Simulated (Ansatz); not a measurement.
# SrLiCO3F (built on the sites of a database entry of RbSrCO3F): following an unstable mode

Which phase does SrLiCO3F (built on the sites of a database entry of RbSrCO3F) fall into along its unstable mode, and how much energy does it gain?

Method: DFT LDA, scalar-relativistic, plane waves, PAW, in Ansatz 0.2.0.

The structure was built from a prototype and need not be the compound's stable phase.

## (1) The structure

The structure is hexagonal, space group P-6m2 (No. 187). Conventional cell: a = 5.070 Å, b = 5.070 Å, c = 4.483 Å, α = 90.00°, β = 90.00°, γ = 120.00°. Nearest to Li lie 6 O at 2.78 Å. Nearest to Sr lie 2 F at 2.24 Å and 6 O at 2.54 Å. Nearest to C lie 3 O at 1.29 Å. Nearest to O lie 1 C at 1.29 Å and 2 Sr at 2.54 Å. Nearest to F lie 2 Sr at 2.24 Å. Farther neighbours and most contacts between anions are not listed.

## (2) The dispersion

The cell comes from relaxations at this level that are not shown. Stability and thermal properties need the whole zone. Linear response on a 2×2×2 q mesh gives force constants as far as a supercell of that size would, and the tensors from the zone-centre run are typed in so that the long-range dipole term is interpolated apart.

The input, input.yaml:

```yaml
crystal:
  lattice:
    - [5.0695735358, 0.0, 0.0]
    - [-2.5347867679, 4.3903794684, 0.0]
    - [0.0, 0.0, 4.482625027]
  atoms:
    - { symbol: Li, position: [0.3333333333, 0.6666666667, 0.0] }
    - { symbol: Sr, position: [0.6666666667, 0.3333333333, 0.5] }
    - { symbol: C, position: [0.0, 0.0, 0.5] }
    - { symbol: O, position: [0.1465790464, 0.2931580929, 0.5] }
    - { symbol: O, position: [0.1465790464, 0.8534209536, 0.5] }
    - { symbol: O, position: [0.7068419071, 0.8534209536, 0.5] }
    - { symbol: F, position: [0.6666666667, 0.3333333333, 0.0] }
kpoints:
  mp_grid: { grid: [6, 6, 4] }
hamiltonian:
  xc: lda
scf:
  occupations: { method: fixed }
output:
  eigenvalues: true
phonons:
  method: dfpt
  qmesh: [2, 2, 2]
  temperatures: { t_max: 1000, t_step: 50 }
  qpath:
    path:
      - [[0.0, 0.0, 0.0], [0.5, 0.0, 0.0], [0.33333333, 0.33333333, 0.0], [0.0, 0.0, 0.0], [0.0, 0.0, 0.5], [0.5, 0.0, 0.5], [0.33333333, 0.33333333, 0.5], [0.0, 0.0, 0.5]]
      - [[0.5, 0.0, 0.5], [0.5, 0.0, 0.0]]
      - [[0.33333333, 0.33333333, 0.5], [0.33333333, 0.33333333, 0.0]]
    npoints: 10
  non_analytic_term:
    high_frequency_dielectric_tensor: [[2.5349, 0.0, 0.0], [0.0, 2.5349, 0.0], [0.0, 0.0, 2.1246]]
    born_effective_charges:
      - { species: Li, tensor: [[1.2696, 0.0, 0.0], [0.0, 1.2696, 0.0], [0.0, 0.0, 1.3251]] }
      - { species: Sr, tensor: [[2.3552, 0.0, 0.0], [0.0, 2.3552, 0.0], [0.0, 0.0, 2.3542]] }
      - { species: C, tensor: [[2.9002, 0.0, 0.0], [0.0, 2.9002, 0.0], [0.0, 0.0, 0.1098]] }
      - { species: O, tensor: [[-1.4776, 0.0, 0.0], [0.0, -2.2949, 0.0], [0.0, 0.0, -0.6206]] }
      - { species: O, tensor: [[-2.0905, 0.3539, 0.0], [0.3539, -1.6819, 0.0], [0.0, 0.0, -0.6206]] }
      - { species: O, tensor: [[-2.0905, -0.3539, 0.0], [-0.3539, -1.6819, 0.0], [0.0, 0.0, -0.6206]] }
      - { species: F, tensor: [[-0.8664, 0.0, 0.0], [0.0, -0.8664, 0.0], [0.0, 0.0, -1.9273]] }
    source: "zone-centre run at this cell"
```

On the command line:

```console
$ ansatz run input.yaml --threads 8 --pin off --max-ram 14336MiB --backend cpu --events-out ev --progress --plain --runs-dir out
```

Numbers of over 12 decimals in the logs are rounded to 6 here.

Log:

```text
Warning: phonons: the dynamical matrix that this run interpolates holds no multipole term above the dipole-dipole one, and a site of this crystal is no centre of inversion, so its interpolated transverse optical and acoustic branches and sound speeds can stay off near Gamma, and the density of states and the thermodynamics with them. What a run solves at a wave vector of phonons.qpoints, Gamma apart, where the deck admits one, is free of this, and under fd what a larger phonons.supercell samples
Engine: ansatz 0.2.0, aarch64-unknown-linux-gnu
Pseudopotentials: kind: paw
Pseudopotential: Li, paw, valence charge 3, recommended cutoff 420 eV (normal), Li.paw.azcp
Pseudopotential: Sr, paw, valence charge 10, recommended cutoff 420 eV (normal), Sr.paw.azcp
Pseudopotential: C, paw, valence charge 4, recommended cutoff 420 eV (normal), C.paw.azcp
Pseudopotential: O, paw, valence charge 6, recommended cutoff 420 eV (normal), O.paw.azcp
Pseudopotential: F, paw, valence charge 7, recommended cutoff 420 eV (normal), F.paw.azcp
Functional definition: SPW92
  exchange = slater_x
  correlation = pw_c
Crystal: 7 atoms, lattice volume = 99.771 Å³
Basis set: ecut = 420 eV, 1977 PW (Γ), exchange–correlation on 72×72×60 points (8 copies of the dense FFT grid, shifted against one another)
Bands: 28, of which v1, the nominal top of the filled ones, is band 21 counted from 1 (20 counted from 0)
Symmetry: 12 space group operations
k-points: 21 of 144 (time reversal used)
Non-local potential: Li, projectors of the file, l = 0: 3, l = 1: 2, l = 2: 1
Non-local potential: Sr, projectors of the file, l = 0: 3, l = 1: 2, l = 2: 2
Non-local potential: C, projectors of the file, l = 0: 2, l = 1: 2, l = 2: 1
Non-local potential: O, projectors of the file, l = 0: 2, l = 1: 2, l = 2: 1
Non-local potential: F, projectors of the file, l = 0: 2, l = 1: 2, l = 2: 1
PAW form: soft (Blöchl's): semilocal exchange-correlation on the pseudo side does not see the compensation charge
PAW frozen core: Sr, regenerated for the run's functional, and the local potential with it (the file was generated under x = pbe(κ = 0.804, μ = 0.219515), c = pbe(β = 0.066725))
PAW frozen core: C, regenerated for the run's functional, and the local potential with it (the file was generated under x = pbe(κ = 0.804, μ = 0.219515), c = pbe(β = 0.066725))
PAW frozen core: O, regenerated for the run's functional, and the local potential with it (the file was generated under x = pbe(κ = 0.804, μ = 0.219515), c = pbe(β = 0.066725))
PAW frozen core: F, regenerated for the run's functional, and the local potential with it (the file was generated under x = pbe(κ = 0.804, μ = 0.219515), c = pbe(β = 0.066725))
PAW one-centre angular grid: Li, 110 points (default); XC on 64 Gauss nodes
PAW one-centre angular grid: Sr, 110 points (default); XC on 64 Gauss nodes
PAW one-centre angular grid: C, 110 points (default); XC on 64 Gauss nodes
PAW one-centre angular grid: O, 110 points (default); XC on 64 Gauss nodes
PAW one-centre angular grid: F, 110 points (default); XC on 64 Gauss nodes
Initial density: superposition of atomic densities (neutral atoms: chi_scale 0, normalization atom), corrected by the library's trained network
Initial wavefunctions: pseudopotential atomic-orbital guess
Functional: x = slater, c = lda
SCF iter   1: F=—  HF=-6354.101473 eV  |F-HF|=—  |Δ(HF+E_count)|=         —  Δρ=1.32e-2  dr2=1.47e-1  ethr=1.77e-3  ⟨swp⟩=5.3  Hψ=2652  notcnv=0  defer=78
preconditioner: auto → Resta (q_TF=auto, 2.362 Å⁻¹)  ε∞=3.2  [insulator: Δε(μ)=3.224 eV  Ē_g=15.511 eV  n_scr=20 (ndim 8)  ℏωp=22.9 eV  f_vac=0.185  ε∞_Penn≈3.2]
SCF iter   2: F=—  HF=-6354.058328 eV  |F-HF|=—  |Δ(HF+E_count)|=   4.31e-2  Δρ=4.39e-3  dr2=1.05e-2  ethr=3.49e-4  ⟨swp⟩=2.0  Hψ=1183  notcnv=0  defer=102
SCF iter   3: F=—  HF=-6354.055247 eV  |F-HF|=—  |Δ(HF+E_count)|=   3.08e-3  Δρ=1.73e-3  dr2=2.77e-3  ethr=2.49e-5  ⟨swp⟩=2.0  Hψ=970  notcnv=0  defer=105
SCF iter   4: F=—  HF=-6354.054516 eV  |F-HF|=—  |Δ(HF+E_count)|=   7.31e-4  Δρ=5.24e-4  dr2=2.17e-4  ethr=6.61e-6  ⟨swp⟩=2.0  Hψ=1033  notcnv=0  defer=105
SCF iter   5: F=—  HF=-6354.054496 eV  |F-HF|=—  |Δ(HF+E_count)|=   2.01e-5  Δρ=2.06e-4  dr2=4.66e-5  ethr=5.16e-7  ⟨swp⟩=2.0  Hψ=841  notcnv=0  defer=78
SCF iter   6: F=—  HF=-6354.054484 eV  |F-HF|=—  |Δ(HF+E_count)|=   1.22e-5  Δρ=5.96e-5  dr2=5.08e-6  ethr=1.11e-7  ⟨swp⟩=2.0  Hψ=825  notcnv=0  defer=50
SCF iter   7: F=—  HF=-6354.054486 eV  |F-HF|=—  |Δ(HF+E_count)|=   2.13e-6  Δρ=1.42e-5  dr2=2.81e-7  ethr=1.21e-8  ⟨swp⟩=2.4  Hψ=983  notcnv=0  defer=42
SCF iter   8: F=—  HF=-6354.054484 eV  |F-HF|=—  |Δ(HF+E_count)|=   2.07e-6  Δρ=2.74e-6  dr2=7.76e-9  ethr=6.69e-10  ⟨swp⟩=2.1  Hψ=852  notcnv=0  defer=39
SCF iter   9: F=—  HF=-6354.054484 eV  |F-HF|=—  |Δ(HF+E_count)|=   1.00e-8  Δρ=7.84e-7  dr2=4.63e-10  ethr=1.85e-11  ⟨swp⟩=2.1  Hψ=822  notcnv=0  defer=39
SCF iter  10: F=—  HF=-6354.054484 eV  |F-HF|=—  |Δ(HF+E_count)|=  1.28e-10  Δρ=1.15e-7  dr2=2.49e-11  ethr=1.10e-12  ⟨swp⟩=2.0  Hψ=885  notcnv=0  defer=39
SCF iter  11: F=-6354.054484 eV  HF=-6354.054484 eV  |F-HF|=9.09e-13  |Δ(HF+E_count)|=  1.09e-11  Δρ=4.90e-8  dr2=2.82e-12  ethr=1.00e-12  ⟨swp⟩=15.6  Hψ=4157  notcnv=0
SCF 1 converged in 11 iterations: F = -6354.054484 eV  dr2 = 2.82e-12
  greatest PAW one-centre occupation: 0.999 electrons in one spin orbital (limit 2), on the Li atom at site 0 (counted from 0), in its partial waves of l = 0
NSCF: frozen V_eff on 21 k-points
NSCF: frozen V_eff on 39 k-points
DFPT response loops at q = (0, 0, 0) (fractional): preconditioner auto → none (the input reference at scf.mixing.eps_inf says where Resta's filter doesn't serve); β = 0.50; Broyden in place of MSR1
NSCF: frozen V_eff on 78 k-points
DFPT response loops at q = (0, 0, -0.5) (fractional): mixed as the last ones told, above
NSCF: frozen V_eff on 120 k-points
DFPT response loops at q = (0, -0.5, 0) (fractional): mixed as the last ones told, above
NSCF: frozen V_eff on 120 k-points
DFPT response loops at q = (0, -0.5, -0.5) (fractional): mixed as the last ones told, above
SCF converged after 11 iterations
Free energy (F): -6354.054484 eV
Harris-Foulkes:  -6354.054484 eV  (|F-HF|=9.09e-13)
Internal energy: -6354.054484 eV  (E = F + TS)
E sigma→0 (E₀):  -6354.054484 eV
Fermi energy:    3.025433 eV
--- Per-component energies (eV) ---
  E_band       = -345.646684
  E_kinetic    = 1091.645208
  E_local      = -3252.204065  (includes V_loc(G=0)·N_el)
  E_nonlocal   = 428.214401
  E_hartree    = 1121.911866
  E_xc         = -525.500180
  E_vxc        = -615.778514  (∫ρ·V_xc dr)
  E_paw        = -3337.557157  (= ΣΔE_a)
  E_vpaw       = -241.357043  (= ΣTr[D̂ρ^β])
  E_aug_tail   = 0.009627  (compensation charges beyond the density's cutoff)
  E_ewald      = -1881.335167
  E_core_change = 0.760984  (= ΣΔE_core)
  E_smearing   = -0.000000  (= −TS)
  E_closure    = -0.000000  (closes the sum)
  Σ components = -6354.054484   (vs F -6354.054484, Δ=0.00e0)
--- Band table (eV; the first three rows and the last of 21) ---
  k-point 0: bands = [... 17 lower, 1.6187, 1.8579, 1.8579, 3.0209, 6.4565, 8.0665, 10.2833, 10.2833, ... 3 higher]
  k-point 1: bands = [... 17 lower, 1.5324, 1.8602, 1.8602, 3.0230, 6.9418, 8.2348, 10.3097, 10.3097, ... 3 higher]
  k-point 2: bands = [... 17 lower, 1.4508, 1.8621, 1.8621, 3.0254, 7.1930, 9.3173, 10.0295, 10.4046, ... 3 higher]
  k-point 20: bands = [... 17 lower, 1.2606, 1.2892, 1.4383, 2.2732, 8.6537, 9.7228, 9.9032, 9.9887, ... 3 higher]
--- Phonons (Γ-DFPT): 11 representative perturbations + reference (Σ response iterations 35) ---
  ASR residual: 5.055e-5 → 0.000e0 eV/Å²; symmetrization residual: 1.071e-6 eV/Å²
  ASR residual per site (eV/Å²): 3.39e-6 4.17e-5 1.44e-5 1.44e-5 1.29e-5 1.29e-5 5.06e-5
  Γ frequencies (cm⁻¹): -280.09 -178.74 -178.74 -78.07 -78.07 0.00 0.00 0.00 107.41 107.41 148.73 232.71 232.71 276.72 479.86 695.78 695.78 852.73 1066.84 1435.29 1435.29
--- Phonons (arbitrary-q DFPT): 4 irreducible q on the 2×2×2 mesh ---
  q = [0.0000, 0.0000, 0.0000] (star 1, of the zone-centre solve; hermiticity 3.11e-8, symmetrization 9.47e-10): -280.09 -178.74 -178.74 -78.07 -78.07 -0.00 0.00 0.00 107.41 107.41 148.73 232.71 232.71 276.72 479.86 695.78 695.78 852.73 1066.84 1435.29 1435.29
  q = [0.0000, 0.0000, -0.5000] (star 1, 11 solved perturbations in 357 linear systems a pass and spin channel, the states on 39 of 144 k-point pairs; hermiticity 2.34e-8, symmetrization 5.53e-10): -216.13 -216.13 -61.64 -61.64 -33.20 32.74 32.74 69.97 176.48 176.48 231.17 231.17 259.71 276.71 536.24 695.52 695.52 857.96 1066.72 1425.19 1425.19
  q = [0.0000, -0.5000, 0.0000] (star 3, 18 solved perturbations in 765 linear systems a pass and spin channel, the states on 60 of 144 k-point pairs; hermiticity 2.60e-8, symmetrization 1.34e-13): -281.77 -199.56 -132.27 -104.17 -58.07 63.94 78.29 133.39 155.36 156.46 229.46 235.34 285.69 308.66 479.72 697.01 716.39 851.76 1059.53 1425.27 1512.38
  q = [0.0000, -0.5000, -0.5000] (star 3, 18 solved perturbations in 765 linear systems a pass and spin channel, the states on 60 of 144 k-point pairs; hermiticity 3.04e-8, symmetrization 7.51e-15): -242.27 -216.15 -196.56 -137.29 -124.46 96.65 140.20 171.28 184.01 214.84 228.92 269.92 278.53 307.61 511.02 696.79 713.64 856.28 1059.38 1415.61 1475.68
  sum rule: each row above includes the acoustic sum rule's correction from the zone centre's row sums; it moved no ω² by more than (0.85 cm⁻¹)²
  mesh force constants: q→R imaginary residual 3.02e-17; ASR residual 5.055e-5 → 0.000e0 eV/Å²; symmetrization residual 2.842e-14 eV/Å²
  interpolated dispersion: 94 rows × 21 modes
  density of states and harmonic sums: on the 14×14×14 q-mesh, interpolated from the force constants of a 2×2×2 supercell (with the dipole–dipole term of supplied tensors)
  largest difference from the sums on the solved wave vectors: F 3.57e-2 eV, S 6.82e-5 and C_V 3.17e-5 eV/K
  zero-point energy: 0.523504 eV/cell   skipped modes (ω ≤ 0): 964, of them read as no rigid motion or as one in doubt: 961 (5.002e0 modes/cell left out, lowest -282.06 cm⁻¹)   left out of the sums: 2.38e-1 of the cell's modes: C_V's classical limit lies that fraction below 3 k_B per atom; for a crystal, a wire or a layer, F and S can be off by more, and a phonons.interpolated_qmesh denser along its periods is the remedy for the sampling
```

Run time: 70 s. Hardware: 8 threads of Arm Neoverse V2, shared host; peak memory 0.84 GiB; 8.8 min of CPU time.

Reading the cycles: dr2 is the Hartree energy of the density residual (eV), the measure of convergence; HF is the Harris–Foulkes estimate of the energy, which meets the free energy F at convergence.

A gap read on the k-mesh alone can miss the band edges.

Numbers from this step:

- gap on the k-mesh: 3.431 eV
- volume per atom: 14.25 Å³
- sum-rule residual before enforcement: 5.06e-5 eV/Å²
- lowest frequency on the path: -282.1 cm⁻¹
- point group: -6m2
- highest frequency on the path or at a solved wavevector: 1517 cm⁻¹
- highest optical mode at the zone centre (no LO-TO term): 1435 cm⁻¹
- lowest optical zone-centre mode: -280.1 cm⁻¹
- lowest mode on the q mesh (acoustic modes at Γ apart): -281.8 cm⁻¹

Frequencies (cm⁻¹) solved at each irreducible wavevector; negative means imaginary. Frequencies by wavevector, by row:

```csv
q in reciprocal lattice units,star,mode 1,mode 2,mode 3,mode 4,mode 19,mode 20,mode 21
0 0 0,1,-280.1,-178.7,-178.7,-78.1,1067,1435,1435
0 0 -0.5,1,-216.1,-216.1,-61.6,-61.6,1067,1425,1425
0 -0.5 0,3,-281.8,-199.6,-132.3,-104.2,1060,1425,1512
0 -0.5 -0.5,3,-242.3,-216.2,-196.6,-137.3,1059,1416,1476
```

Interpolated from a 2×2×2 q mesh, rough between the solved points, with the LO-TO term (at Γ the limit along the path; where Γ stands inside the path, tables give the limit on arrival). The phonon branches at the labelled points (cm⁻¹):

```csv
point,branch 1,branch 2,branch 3,branch 4,branch 18,branch 19,branch 20,branch 21
Γ,-280,-179,-88,-78,853,1067,1435,1517
halfway,-281,-192,-111,-93,852,1063,1430,1515
M,-282,-200,-132,-104,852,1060,1425,1512
halfway,-282,-202,-113,-103,852,1059,1437,1501
K,-282,-204,-103,-87,852,1058,1452,1486
halfway,-281,-194,-104,-95,852,1062,1433,1511
Γ,-280,-179,-88,-78,853,1067,1435,1517
halfway,-201,-201,-112,-75,857,1067,1430,1430
A,-216,-216,-62,-62,858,1067,1425,1425
halfway,-216,-204,-189,-113,857,1062,1420,1455
L,-242,-216,-197,-137,856,1059,1416,1476
halfway,-247,-214,-200,-137,856,1059,1423,1470
H,-253,-209,-205,-136,856,1059,1432,1462
halfway,-216,-206,-202,-120,857,1061,1422,1459
A,-216,-216,-62,-62,858,1067,1425,1425
jump to L,-242,-216,-197,-137,856,1059,1416,1476
halfway,-264,-207,-167,-118,854,1059,1420,1493
M,-282,-200,-132,-104,852,1060,1425,1512
jump to H,-253,-209,-205,-136,856,1059,1432,1462
halfway,-268,-205,-170,-126,854,1058,1442,1474
K,-282,-204,-103,-87,852,1058,1452,1486
```

Symmetry leaves 4 wavevectors to solve. The lowest mode among them, the acoustic zeros apart, lies at q = (0, -0.5, 0) and is imaginary, 281.8i cm⁻¹, so the energy falls along it.

## (3) The mode frozen in, largest atomic shift 0 Å

The mode followed lies at Γ with frequency 280.1i cm⁻¹, one of the unstable modes though not the softest. At small amplitude the distorted cell has space group no. 156 by a symmetry search on the positions. The undistorted cell that holds it gives the zero of energy on the same k mesh.

input.yaml, the sections that differ from step 2:

```yaml
scf:
  occupations: { method: gaussian, width: 0.02 }
output:
  forces: true
  stress: true
  eigenvalues: true
# crystal, kpoints, hamiltonian: as in step 2
# phonons: removed
```

Log:

```text
[...]
Crystal: 7 atoms, lattice volume = 99.771 Å³
Basis set: ecut = 420 eV, 1977 PW (Γ)
Bands: 28, of which v1, the nominal top of the filled ones, is band 21 counted from 1 (20 counted from 0)
Symmetry: 12 space group operations
[...]
k-points: 21 of 144 (time reversal used)
[...]
k-point 0: bands = [... 17 lower, 1.6186, 1.8579, 1.8579, 3.0209, 6.4565, 8.0664, 10.2833, 10.2833, ... 2 higher]
  k-point 1: bands = [... 17 lower, 1.5324, 1.8602, 1.8602, 3.0230, 6.9418, 8.2348, 10.3096, 10.3096, ... 2 higher]
  k-point 2: bands = [... 17 lower, 1.4508, 1.8621, 1.8621, 3.0254, 7.1929, 9.3173, 10.0294, 10.4045, ... 2 higher]
  k-point 20: bands = [... 17 lower, 1.2605, 1.2891, 1.4383, 2.2732, 8.6537, 9.7228, 9.9031, 9.9887, ... 2 higher]
[key lines of the parts left out:]
SCF converged after 8 iterations
Free energy (F): -6354.054480 eV
Fermi energy:    4.740932 eV
P = ⅓ Tr σ = 0.0016 GPa (0.016 kbar)
```

Run time: 0.84 s. Hardware: 8 threads; peak memory 0.41 GiB; 5.3 s of CPU time.

This step gave:

- pressure: 0.001590 GPa
- energy from the undistorted cell: 0 meV/atom

At this level the gap is 3.43 eV on the k-mesh of the self-consistent run, which can miss the band edges.

## (4) The mode frozen in, largest atomic shift 0.6 Å

The atoms are moved along the unstable eigenvector, the largest shift by 0.6 Å, with the cell fixed.

input.yaml, the sections that differ from step 3:

```yaml
crystal:
  lattice:
    - [5.0695735358, 0.0, 0.0]
    - [-2.5347867679, 4.3903794684, 0.0]
    - [0.0, 0.0, 4.482625027]
  atoms:
    - { symbol: Li, position: [0.3333333333, 0.6666666667, 0.1338501428] }
    - { symbol: Sr, position: [0.6666666667, 0.3333333333, 0.5031872278] }
    - { symbol: C, position: [0.0, 0.0, 0.4778766453] }
    - { symbol: O, position: [0.1465790464, 0.2931580929, 0.4790818004] }
    - { symbol: O, position: [0.1465790464, 0.8534209536, 0.4790818004] }
    - { symbol: O, position: [0.7068419071, 0.8534209536, 0.4790818004] }
    - { symbol: F, position: [0.6666666667, 0.3333333333, 0.0032397222] }
# kpoints, hamiltonian, scf, output: as in step 3
```

Log:

```text
[...]
Crystal: 7 atoms, lattice volume = 99.771 Å³
Basis set: ecut = 420 eV, 1977 PW (Γ)
Bands: 28, of which v1, the nominal top of the filled ones, is band 21 counted from 1 (20 counted from 0)
Symmetry: 6 space group operations
[...]
k-points: 24 of 144 (time reversal used)
[...]
k-point 0: bands = [... 17 lower, 1.3655, 1.6208, 1.6208, 2.7892, 6.5201, 8.1749, 10.1644, 10.1644, ... 2 higher]
  k-point 1: bands = [... 17 lower, 1.2945, 1.6204, 1.6204, 2.7912, 6.9960, 8.2823, 10.3175, 10.3175, ... 2 higher]
  k-point 2: bands = [... 17 lower, 1.2255, 1.6213, 1.6213, 2.7935, 7.2510, 9.0103, 10.4625, 10.4625, ... 2 higher]
  k-point 23: bands = [... 17 lower, 1.0101, 1.1994, 1.2293, 2.0296, 8.4779, 9.4554, 10.1209, 10.3954, ... 2 higher]
[key lines of the parts left out:]
SCF converged after 8 iterations
Free energy (F): -6354.442196 eV
Fermi energy:    4.656794 eV
P = ⅓ Tr σ = 0.1620 GPa (1.620 kbar)
```

The job ended after 0.94 s (8 threads; peak memory 0.41 GiB).

Numbers from this step:

* pressure: 0.1620 GPa
* gap on the k-mesh: 3.727 eV
* energy from the undistorted cell: -55.39 meV/atom

The energy, extrapolated to zero smearing, is -55.39 meV/atom against the undistorted cell.

The run ends at a pressure of 0.16 GPa, with forces up to 0.90 eV/Å.

## (5) Energy along the mode, all amplitudes (two of the runs are shown above)

An imaginary frequency means negative curvature, so the energy should fall and then rise again as anharmonic terms take over.

This step gave:

```
depth at the lowest point sampled  : 55.39 meV/atom
largest atomic shift at that point : 0.6 Å
```

Energy from the parent against largest atomic shift:

```csv
largest atomic shift (Å),energy from the parent (meV/atom)
0.000,0
0.040,-0.28
0.080,-1.12
0.140,-3.41
0.220,-8.35
0.320,-17.3
0.450,-33.1
0.600,-55.4
```

Displacement at unit largest shift by atom:

```csv
atom,x (Å),y (Å),z (Å),size
Li1,0.00,0.00,1.00,1.00
Sr2,0.00,0.00,0.02,0.02
C3,0.00,0.00,-0.17,0.17
O4,0.00,0.00,-0.16,0.16
O5,0.00,0.00,-0.16,0.16
O6,0.00,0.00,-0.16,0.16
F7,0.00,0.00,0.02,0.02
```

The lowest of the steps tried is the last one, at 0.6 Å, 55.4 meV/atom below the parent; the bottom of the well need not coincide with a step.

(Part 1 of 3 ends here.)

[Logs are printed without paths, hosts, clocks, repeated set-up lines and the standing remarks that a program may print on its own settings, such as how far it seeks lower states.]

[Hosts, paths, dates, database ids (printed as entryN), source tags and the programs' standing remarks are cut or masked in the printed files.]
